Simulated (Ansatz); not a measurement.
# K on Rh(110): change of the work function

How does K on the longbridge site change the work function of Rh(110) as the layer fills?

Method: plane-wave DFT, PBE, Ansatz PAW, in Ansatz 0.2.0.

## Step 1: The structure

The cell holds 5 atoms: 5 Rh. Its edges and angles: a = 3.800 Å, b = 2.687 Å, c = 23.374 Å, α = 90.0°, β = 90.0°, γ = 90.0°. Vacuum lies along c.

## Step 2: The clean slab

The bare slab comes first, as the zero from which every change is counted. The two lowest layers are held at bulk places and the upper ones relax. The dipole correction removes the false field that a one-sided slab makes across the periodic vacuum, so each face gets a flat vacuum level of its own.

input.yaml

```yaml
crystal:
  lattice:
    - [3.8, 0.0, 0.0]
    - [0.0, 2.6870057685, 0.0]
    - [0.0, 0.0, 23.374011537]
  atoms:
    - { symbol: Rh, position: [0.0, 0.0, 0.3850430204] }
    - { symbol: Rh, position: [0.5, 0.5, 0.4425215102] }
    - { symbol: Rh, position: [0.0, 0.0, 0.5] }
    - { symbol: Rh, position: [0.5, 0.5, 0.5574784898] }
    - { symbol: Rh, position: [0.0, 0.0, 0.6149569796] }
kpoints:
  mp_grid: { grid: [8, 11, 1] }
hamiltonian:
  xc: pbe
scf:
  occupations: { method: fermi_dirac, width: 0.1 }
  convergence: { dr2_threshold: 1.0e-08 }
efield:
  axis: 3
  dipole_correction: true
  ramp_position: 0.97
  ramp_width: 0.06
relax:
  f_tol: 0.02
  max_steps: 60
  constraints: [{ sites: [0, 1] }]
output:
  write_potential: true
  write_density: true
  volumetric_format: npy
```

Launch:

```bash
> ansatz run input.yaml --threads 4 --pin off --max-ram 12288MiB --backend cpu --events-out ev --progress --plain --runs-dir out
```

Numbers of over 12 decimals in the logs are rounded to 6 here.

Log:

```text
Engine: ansatz 0.2.0, aarch64-unknown-linux-gnu
Pseudopotentials: kind: paw
Pseudopotential: Rh, paw, valence charge 17, recommended cutoff 420 eV (normal), Rh.paw.azcp
Functional definition: PBE
  parameter kappa = 0.804
  parameter beta = 0.066725
  exchange = pbe_x(kappa = kappa, mu = beta*pi^2/3)
  correlation = pbe_c(beta = beta)
Crystal: 5 atoms, lattice volume = 238.663 Å³
Basis set: ecut = 420 eV, 4699 PW (Γ), exchange–correlation on 54×36×320 points (8 copies of the dense FFT grid, shifted against one another)
Bands: 51, of which v1, the nominal top of the filled ones, is band 43 counted from 1 (42 counted from 0)
Symmetry: 4 space group operations
k-points: 30 of 88
Non-local potential: Rh, projectors of the file, l = 0: 3, l = 1: 2, l = 2: 2, l = 3: 1
PAW form: soft (Blöchl's): semilocal exchange-correlation on the pseudo side does not see the compensation charge
PAW one-centre angular grid: Rh, 590 points (default); XC on 64 Gauss nodes
Initial density: superposition of atomic densities (neutral atoms: chi_scale 0, normalization atom), corrected by the library's trained network
Initial wavefunctions: pseudopotential atomic-orbital guess
Functional: x = pbe(κ = 0.804, μ = 0.219515), c = pbe(β = 0.066725)
SCF iter   1: F=—  HF=-32011.392462 eV  |F-HF|=—  |Δ(HF+E_count)|=         —  Δρ=6.19e-3  dr2=8.18e-2  ethr=1.77e-3  p=0.000 e·Å  D=4.28e-14 V/Å  ΔV_dip=-0.00 eV  dr2_dipole=2.13e-7  V_vac-E_F(+/−)=4.40/4.40 eV  ⟨swp⟩=8.5  Hψ=6840  notcnv=0
efield: sawtooth ramp at fractional position 0.9700 (set: `efield.ramp_position`, or a place that a band, a saddle search or an elastic batch's reference lends), width 0.0600; the density the first Hamiltonian is built on has a dipole p = 0.000 e·Å; the dipole correction subtracts the counter field D = 4.28e-14 V/Å, which shifts the + side's vacuum level by -0.00 eV against the − side's; the planar-averaged density in the ramp window peaks in size at 1.2e-5 e/Å³
preconditioner: auto → LDOS  [metal: Δε(μ)=0.007 eV  Ē_g=4.968 eV  σ=0.100 eV  W_gap=0.02  n_scr=38 (ndim 8)  ℏωp=16.1 eV  f_vac=0.635  D(μ)=9.37/eV (n_scr^D=66)  β→1.0]
SCF iter   2: F=—  HF=-32011.395018 eV  |F-HF|=—  |Δ(HF+E_count)|=   2.56e-3  Δρ=3.63e-3  dr2=2.13e-2  ethr=9.62e-5  p=-0.000 e·Å  D=-1.35e-6 V/Å  ΔV_dip=0.00 eV  dr2_dipole=1.69e-7  V_vac-E_F(+/−)=4.59/4.59 eV  ⟨swp⟩=2.5  Hψ=2964  notcnv=0  defer=3
SCF iter   3: F=—  HF=-32011.391399 eV  |F-HF|=—  |Δ(HF+E_count)|=   3.62e-3  Δρ=1.38e-3  dr2=4.80e-3  ethr=2.50e-5  p=-0.000 e·Å  D=-8.99e-7 V/Å  ΔV_dip=0.00 eV  dr2_dipole=3.34e-8  V_vac-E_F(+/−)=4.55/4.55 eV  ⟨swp⟩=2.2  Hψ=2563  notcnv=0  defer=3
SCF iter   4: F=—  HF=-32011.390760 eV  |F-HF|=—  |Δ(HF+E_count)|=   6.39e-4  Δρ=5.25e-4  dr2=7.09e-4  ethr=5.64e-6  p=-0.000 e·Å  D=-6.97e-7 V/Å  ΔV_dip=0.00 eV  dr2_dipole=6.08e-9  V_vac-E_F(+/−)=4.57/4.57 eV  ⟨swp⟩=2.1  Hψ=2241  notcnv=0  defer=3
SCF iter   5: F=—  HF=-32011.390749 eV  |F-HF|=—  |Δ(HF+E_count)|=   1.12e-5  Δρ=1.83e-4  dr2=1.38e-4  ethr=8.34e-7  p=-0.000 e·Å  D=-5.27e-7 V/Å  ΔV_dip=0.00 eV  dr2_dipole=1.55e-9  V_vac-E_F(+/−)=4.57/4.57 eV  ⟨swp⟩=1.9  Hψ=1888  notcnv=0  defer=3
SCF iter   6: F=—  HF=-32011.390776 eV  |F-HF|=—  |Δ(HF+E_count)|=   2.73e-5  Δρ=5.25e-5  dr2=1.76e-5  ethr=1.62e-7  p=-0.000 e·Å  D=-3.08e-7 V/Å  ΔV_dip=0.00 eV  dr2_dipole=1.20e-11  V_vac-E_F(+/−)=4.57/4.57 eV  ⟨swp⟩=1.8  Hψ=1895  notcnv=0  defer=3
SCF iter   7: F=—  HF=-32011.390633 eV  |F-HF|=—  |Δ(HF+E_count)|=   1.43e-4  Δρ=1.78e-5  dr2=1.14e-6  ethr=2.07e-8  p=-0.000 e·Å  D=-1.18e-7 V/Å  ΔV_dip=0.00 eV  dr2_dipole=5.38e-11  V_vac-E_F(+/−)=4.57/4.57 eV  ⟨swp⟩=1.8  Hψ=1927  notcnv=0  defer=3
SCF iter   8: F=—  HF=-32011.390470 eV  |F-HF|=—  |Δ(HF+E_count)|=   1.63e-4  Δρ=4.30e-6  dr2=5.93e-8  ethr=1.34e-9  p=-0.000 e·Å  D=-9.61e-9 V/Å  ΔV_dip=0.00 eV  dr2_dipole=3.32e-11  V_vac-E_F(+/−)=4.57/4.57 eV  ⟨swp⟩=2.1  Hψ=2301  notcnv=0  defer=3
SCF iter   9: F=-32011.390470 eV  HF=-32011.390470 eV  |F-HF|=3.90e-8  |Δ(HF+E_count)|=   2.78e-7  Δρ=1.28e-6  dr2=2.50e-9  ethr=1.18e-11  p=0.000 e·Å  D=4.79e-9 V/Å  ΔV_dip=-0.00 eV  dr2_dipole=2.16e-12  V_vac-E_F(+/−)=4.57/4.57 eV  ⟨swp⟩=10.2  Hψ=11427  notcnv=0
SCF 1 converged in 9 iterations: F = -32011.390470 eV  dr2 = 2.50e-9
  greatest PAW one-centre occupation: 1.000 electrons in one spin orbital (limit 2), on the Rh atom at site 2 (counted from 0), in its partial waves of l = 0
relax step   1: F+E_penalty+E_count = -32011.39047028 eV  Δ(F+E_penalty+E_count) = +0.000e0 eV  max|allowed force component| = 8.826e-1 eV/Å  Δτ_max = 0.0000 Å  (9 SCF iters, accepted)
Initial density: handed on by an earlier stage of this run
Initial wavefunctions: those handed on with the density
iter 1 solved again at ethr=2.92e-3 eV; its pass at ethr=3.10e-3 eV (dr2=2.48e0 eV) is discarded
SCF iter   1: F=—  HF=-32011.494470 eV  |F-HF|=—  |Δ(HF+E_count)|=         —  Δρ=1.52e-2  dr2=2.21e0  ethr=2.92e-3  p=-0.000 e·Å  D=-7.07e-7 V/Å  ΔV_dip=0.00 eV  dr2_dipole=5.29e-1  V_vac-E_F(+/−)=4.54/4.54 eV  ⟨swp⟩=1.0  Hψ=5241  notcnv=0  defer=3
efield: sawtooth ramp at fractional position 0.9700 (set: `efield.ramp_position`, or a place that a band, a saddle search or an elastic batch's reference lends), width 0.0600; the density the first Hamiltonian is built on has a dipole p = -0.000 e·Å; the dipole correction subtracts the counter field D = -7.07e-7 V/Å, which shifts the + side's vacuum level by +0.00 eV against the − side's; the planar-averaged density in the ramp window peaks in size at 6.3e-6 e/Å³
preconditioner: auto → LDOS  [metal: Δε(μ)=0.013 eV  Ē_g=5.089 eV  σ=0.100 eV  W_gap=0.03  n_scr=38 (ndim 8)  ℏωp=16.1 eV  f_vac=0.642  D(μ)=9.38/eV (n_scr^D=66)  β→1.0]
SCF iter   2: F=—  HF=-32011.434864 eV  |F-HF|=—  |Δ(HF+E_count)|=   5.96e-2  Δρ=5.67e-3  dr2=4.59e-2  ethr=2.60e-3  p=0.003 e·Å  D=2.31e-3 V/Å  ΔV_dip=-0.05 eV  dr2_dipole=5.64e-4  V_vac-E_F(+/−)=4.54/4.59 eV  ⟨swp⟩=2.6  Hψ=1883  notcnv=0  defer=3
SCF iter   3: F=—  HF=-32011.448913 eV  |F-HF|=—  |Δ(HF+E_count)|=   1.40e-2  Δρ=3.17e-3  dr2=3.09e-2  ethr=5.40e-5  p=0.004 e·Å  D=3.39e-3 V/Å  ΔV_dip=-0.08 eV  dr2_dipole=1.32e-3  V_vac-E_F(+/−)=4.49/4.57 eV  ⟨swp⟩=3.0  Hψ=3105  notcnv=0  defer=3
SCF iter   4: F=—  HF=-32011.447294 eV  |F-HF|=—  |Δ(HF+E_count)|=   1.62e-3  Δρ=1.27e-3  dr2=7.87e-3  ethr=3.63e-5  p=0.002 e·Å  D=1.77e-3 V/Å  ΔV_dip=-0.04 eV  dr2_dipole=7.72e-4  V_vac-E_F(+/−)=4.52/4.56 eV  ⟨swp⟩=1.7  Hψ=1730  notcnv=0  defer=3
[...]
SCF iter   5: F=—  HF=-32011.460242 eV  |F-HF|=—  |Δ(HF+E_count)|=   1.62e-4  Δρ=1.61e-4  dr2=1.05e-4  ethr=7.00e-7  p=-0.001 e·Å  D=-8.57e-4 V/Å  ΔV_dip=0.02 eV  dr2_dipole=3.38e-6  V_vac-E_F(+/−)=4.56/4.54 eV  ⟨swp⟩=2.2  Hψ=2240  notcnv=0  defer=3
SCF iter   6: F=—  HF=-32011.460257 eV  |F-HF|=—  |Δ(HF+E_count)|=   1.50e-5  Δρ=4.33e-5  dr2=6.72e-6  ethr=1.23e-7  p=-0.001 e·Å  D=-8.17e-4 V/Å  ΔV_dip=0.02 eV  dr2_dipole=2.44e-7  V_vac-E_F(+/−)=4.56/4.54 eV  ⟨swp⟩=2.1  Hψ=2251  notcnv=0  defer=3
SCF iter   7: F=—  HF=-32011.459952 eV  |F-HF|=—  |Δ(HF+E_count)|=   3.05e-4  Δρ=1.11e-5  dr2=3.97e-7  ethr=7.91e-9  p=-0.001 e·Å  D=-7.82e-4 V/Å  ΔV_dip=0.02 eV  dr2_dipole=3.89e-8  V_vac-E_F(+/−)=4.56/4.54 eV  ⟨swp⟩=2.0  Hψ=2151  notcnv=0  defer=3
SCF iter   8: F=—  HF=-32011.459954 eV  |F-HF|=—  |Δ(HF+E_count)|=   2.27e-6  Δρ=3.00e-6  dr2=1.84e-8  ethr=4.67e-10  p=-0.001 e·Å  D=-7.80e-4 V/Å  ΔV_dip=0.02 eV  dr2_dipole=1.43e-9  V_vac-E_F(+/−)=4.56/4.54 eV  ⟨swp⟩=2.4  Hψ=2402  notcnv=0  defer=3
SCF iter   9: F=-32011.459954 eV  HF=-32011.459954 eV  |F-HF|=1.72e-8  |Δ(HF+E_count)|=   4.20e-7  Δρ=1.05e-6  dr2=3.28e-9  ethr=1.18e-11  p=-0.001 e·Å  D=-7.77e-4 V/Å  ΔV_dip=0.02 eV  dr2_dipole=3.22e-10  V_vac-E_F(+/−)=4.56/4.54 eV  ⟨swp⟩=10.3  Hψ=11402  notcnv=0
SCF 3 converged in 9 iterations: F = -32011.459954 eV  dr2 = 3.28e-9
relax step   3: F+E_penalty+E_count = -32011.45995446 eV  Δ(F+E_penalty+E_count) = -1.293e-2 eV  max|allowed force component| = 1.278e-1 eV/Å  Δτ_max = 0.0461 Å  (9 SCF iters, accepted)
[...]
relax step   4: F+E_penalty+E_count = -32011.46071463 eV  Δ(F+E_penalty+E_count) = -7.602e-4 eV  max|allowed force component| = 2.234e-2 eV/Å  Δτ_max = 0.0106 Å  (7 SCF iters, accepted)
SCF iter   1: F=—  HF=-32011.461072 eV  |F-HF|=—  |Δ(HF+E_count)|=         —  Δρ=2.88e-4  dr2=4.25e-4  ethr=6.88e-7  p=-0.002 e·Å  D=-1.67e-3 V/Å  ΔV_dip=0.04 eV  dr2_dipole=8.11e-5  V_vac-E_F(+/−)=4.57/4.53 eV  ⟨swp⟩=2.9  Hψ=2870  notcnv=0  defer=3
efield: sawtooth ramp at fractional position 0.9700 (set: `efield.ramp_position`, or a place that a band, a saddle search or an elastic batch's reference lends), width 0.0600; the density the first Hamiltonian is built on has a dipole p = -0.002 e·Å; the dipole correction subtracts the counter field D = -1.67e-3 V/Å, which shifts the + side's vacuum level by +0.04 eV against the − side's; the planar-averaged density in the ramp window peaks in size at 2.2e-6 e/Å³
preconditioner: auto → LDOS  [metal: Δε(μ)=0.008 eV  Ē_g=5.046 eV  σ=0.100 eV  W_gap=0.02  n_scr=38 (ndim 8)  ℏωp=16.1 eV  f_vac=0.639  D(μ)=9.44/eV (n_scr^D=66)  β→1.0]
SCF iter   2: F=—  HF=-32011.461053 eV  |F-HF|=—  |Δ(HF+E_count)|=   1.92e-5  Δρ=1.12e-4  dr2=2.41e-5  ethr=5.00e-7  p=-0.003 e·Å  D=-1.93e-3 V/Å  ΔV_dip=0.05 eV  dr2_dipole=2.53e-6  V_vac-E_F(+/−)=4.57/4.53 eV  ⟨swp⟩=1.6  Hψ=1840  notcnv=0  defer=3
SCF iter   3: F=—  HF=-32011.460930 eV  |F-HF|=—  |Δ(HF+E_count)|=   1.23e-4  Δρ=8.38e-5  dr2=2.05e-5  ethr=2.84e-8  p=-0.002 e·Å  D=-1.79e-3 V/Å  ΔV_dip=0.04 eV  dr2_dipole=2.39e-7  V_vac-E_F(+/−)=4.57/4.53 eV  ⟨swp⟩=3.2  Hψ=3033  notcnv=0  defer=3
SCF iter   4: F=—  HF=-32011.460930 eV  |F-HF|=—  |Δ(HF+E_count)|=   6.50e-7  Δρ=1.44e-5  dr2=6.31e-7  ethr=2.41e-8  p=-0.002 e·Å  D=-1.89e-3 V/Å  ΔV_dip=0.04 eV  dr2_dipole=2.55e-9  V_vac-E_F(+/−)=4.57/4.53 eV  ⟨swp⟩=2.0  Hψ=2076  notcnv=0  defer=3
SCF iter   5: F=—  HF=-32011.460766 eV  |F-HF|=—  |Δ(HF+E_count)|=   1.64e-4  Δρ=7.43e-6  dr2=2.21e-7  ethr=7.42e-10  p=-0.003 e·Å  D=-1.90e-3 V/Å  ΔV_dip=0.04 eV  dr2_dipole=7.14e-9  V_vac-E_F(+/−)=4.57/4.53 eV  ⟨swp⟩=2.0  Hψ=2366  notcnv=0  defer=3
SCF iter   6: F=—  HF=-32011.460767 eV  |F-HF|=—  |Δ(HF+E_count)|=   8.50e-7  Δρ=2.26e-6  dr2=2.75e-8  ethr=2.60e-10  p=-0.003 e·Å  D=-1.92e-3 V/Å  ΔV_dip=0.04 eV  dr2_dipole=7.90e-11  V_vac-E_F(+/−)=4.57/4.53 eV  ⟨swp⟩=2.3  Hψ=2176  notcnv=0  defer=3
SCF iter   7: F=-32011.460767 eV  HF=-32011.460767 eV  |F-HF|=3.95e-8  |Δ(HF+E_count)|=   1.42e-8  Δρ=9.02e-7  dr2=2.68e-9  ethr=1.18e-11  p=-0.003 e·Å  D=-1.92e-3 V/Å  ΔV_dip=0.04 eV  dr2_dipole=1.46e-10  V_vac-E_F(+/−)=4.57/4.53 eV  ⟨swp⟩=9.9  Hψ=10874  notcnv=0
SCF 5 converged in 7 iterations: F = -32011.460767 eV  dr2 = 2.68e-9
relax step   5: F+E_penalty+E_count = -32011.46076700 eV  Δ(F+E_penalty+E_count) = -5.237e-5 eV  max|allowed force component| = 3.840e-3 eV/Å  Δτ_max = 0.0029 Å  (7 SCF iters, accepted)
NSCF: frozen V_eff on 30 k-points
the band table was solved once a step of the walk had ended and its energy, with any forces and stress, was formed, with the checks that follow a solve (7727 applications of the Hamiltonian). They found nothing against the state; the energy, forces and stress were not computed again (output.eigenvalues in the input reference)
WARN: The output density's exchange-correlation potential varies sharply where the density is thin. Do not read a vacuum level from v_tot or v_xc, or from such a field of the output density. On a cell that repeats whose density bears no net charge and no dipole along the vacuum's axis use v_es (v_loc + v_h of the components); under efield.dipole_correction with no amplitude use v_es + v_field, which holds any externa [...]
SCF converged after 7 iterations
Free energy (F): -32011.460767 eV
Harris-Foulkes:  -32011.460767 eV  (|F-HF|=3.95e-8)
Internal energy: -32011.153544 eV  (E = F + TS)
E sigma→0 (E₀):  -32011.307155 eV
Entropy (-TS):   -0.307223 eV (-61.445 meV/atom)
Fermi energy:    3.200343 eV
Dipole field:    D = -0.001936 V/Å  (p = -0.002553 e·Å, saw-weighted, corrected)
Work function:   Φ+ = 4.5735 eV   Φ− = 4.5283 eV
Levels:          The Fermi level and band energies are counted from a zero that moves with the ramp; work functions are not
--- Per-component energies (eV) ---
  E_band       = -2025.954779
  E_kinetic    = 2861.758068
  E_local      = -136115.093852  (includes V_loc(G=0)·N_el)
  E_nonlocal   = 1779.725704
  E_hartree    = 66096.330455
  E_xc         = -1104.326436
  E_vxc        = -1385.595994  (∫ρ·V_xc dr)
  E_paw        = -17937.047429  (= ΣΔE_a)
  E_vpaw       = -1359.409098  (= ΣTr[D̂ρ^β])
  E_aug_tail   = 0.004308  (compensation charges beyond the density's cutoff)
  E_efield     = 0.000002  (sawtooth field / dipole correction)
  E_vefield    = -0.001664  (∫n·V_field dr)
  E_ewald      = 52407.495635
  E_smearing   = -0.307223  (= −TS)
  E_closure    = 0.000000  (closes the sum)
  Σ components = -32011.460767   (vs F -32011.460767, Δ=0.00e0)
--- Forces (eV/Å), atoms counted from 1 ---
  atom   1  Rh     0.00000000     0.00000000     0.77587940
  atom   2  Rh     0.00000000     0.00000000    -0.77524272
  atom   3  Rh     0.00000000     0.00000000    -0.00083059
  atom   4  Rh     0.00000000     0.00000000     0.00384041
  atom   5  Rh     0.00000000     0.00000000    -0.00366389
  max |Σ_I F_I| component: 1.74e-5 eV/Å
--- Band table (eV; the first three rows and the last of 30) ---
  k-point 0: bands = [... 39 lower, 2.3454, 2.5417, 2.5464, 2.7942, 3.2693, 3.5487, 3.5599, 3.7051, ... 4 higher]
  k-point 1: bands = [... 39 lower, 2.2630, 2.7128, 2.7463, 2.8016, 3.0323, 3.4064, 3.7221, 3.7844, ... 4 higher]
  k-point 2: bands = [... 39 lower, 2.6546, 2.7453, 2.7694, 2.8239, 2.9690, 3.2995, 3.6077, 4.1068, ... 4 higher]
  k-point 29: bands = [... 39 lower, 2.9099, 3.6351, 3.6827, 3.6930, 3.7835, 3.8902, 5.3587, 5.6175, ... 4 higher]
--- Relaxed structure (5 steps of the walk, 5 accepted, 0 SCFs on fresh bases) ---
  F+E_penalty+E_count = -32011.46076700 eV   max|allowed force component| = 3.840e-3 eV/Å
  atoms:
    - { symbol: Rh, position: [0.0, 0.0, 0.3850430204] }
    - { symbol: Rh, position: [0.5, 0.5, 0.442522] }
    - { symbol: Rh, position: [0.0, 0.0, 0.498607] }
    - { symbol: Rh, position: [0.5, 0.5, 0.560573] }
    - { symbol: Rh, position: [0.0, 0.0, 0.611085] }
```

It took 44 s on 4 threads of Arm Neoverse V1, shared host; peak memory 0.67 GiB; 2.9 min of CPU time.

Relaxation path:

```
step  energy less that of the first step (eV)  largest force component (eV/Å)
   1                                   0.0000                          0.8826
   2                                  -0.0566                          0.4614
   3                                  -0.0695                          0.1278
   4                                  -0.0702                          0.0223
   5                                  -0.0703                          0.0038
```

The run keeps the 4 symmetry operations that it works with, so distortions that break them were not tested.

The atoms that moved most (Å):

```
atom     dx     dy      dz  length
 Rh5  0.000  0.000  -0.090   0.090
 Rh4  0.000  0.000   0.072   0.072
 Rh3  0.000  0.000  -0.033   0.033
```

The relaxed structure:

```xyz
5
Lattice="3.8000 0.0000 0.0000 0.0000 2.6870 0.0000 0.0000 0.0000 23.3740" Properties=species:S:1:pos:R:3
Rh    0.0000    0.0000    9.0000
Rh    1.9000    1.3435   10.3435
Rh    0.0000    0.0000   11.6545
Rh    1.9000    1.3435   13.1028
Rh    0.0000    0.0000   14.2835
```

Numbers from this step:

* energy at zero smearing: -32011.3072 eV
* work function, upper face: 4.574 eV
* work function, lower face: 4.528 eV
* dipole along the normal: -0.002553 e·Å
* step between the vacuum levels: 0.04525 eV

Running mean over 1.344 Å of the planar mean; the ramp of the sawtooth is left out. Table of electron's electrostatic potential energy less the Fermi level by z:

z (Å), electron's electrostatic potential energy less the Fermi level (eV) and a bar from the least value:
```
        3        4.5 ##############################
        4        4.5 ##############################
        5        4.5 ##############################
        6        4.5 ##############################
        7        4.2 #############################
        8       -0.3 ######################
        9      -11.3 #####
       10      -13.0 ##
       11      -13.6 #
       12      -12.2 ###
       13      -13.3 ##
       14      -14.3 
       15       -3.9 ################
       16        3.9 #############################
       17        4.5 ##############################
       18        4.6 ##############################
       19        4.6 ##############################
       20        4.6 ##############################
```

The relaxation took 5 steps and lowered the energy by 0.070 eV; the largest force on the free atoms ends at 0.0038 eV/Å.

The work function of the upper face is 4.57 eV.

(Continued in part 2 of 5.)

[Logs are printed without paths, hosts, clocks, repeated set-up lines and the standing remarks that a program may print on its own settings, such as how far it seeks lower states.]

[Hosts, paths, dates, database ids (printed as entryN), source tags and the programs' standing remarks are cut or masked in the printed files.]

[Maps of the electrostatic potential energy from Ansatz leave out the sawtooth potential of an applied field or a dipole correction, so their vacuum need not be flat; planar profiles and work functions include it.]
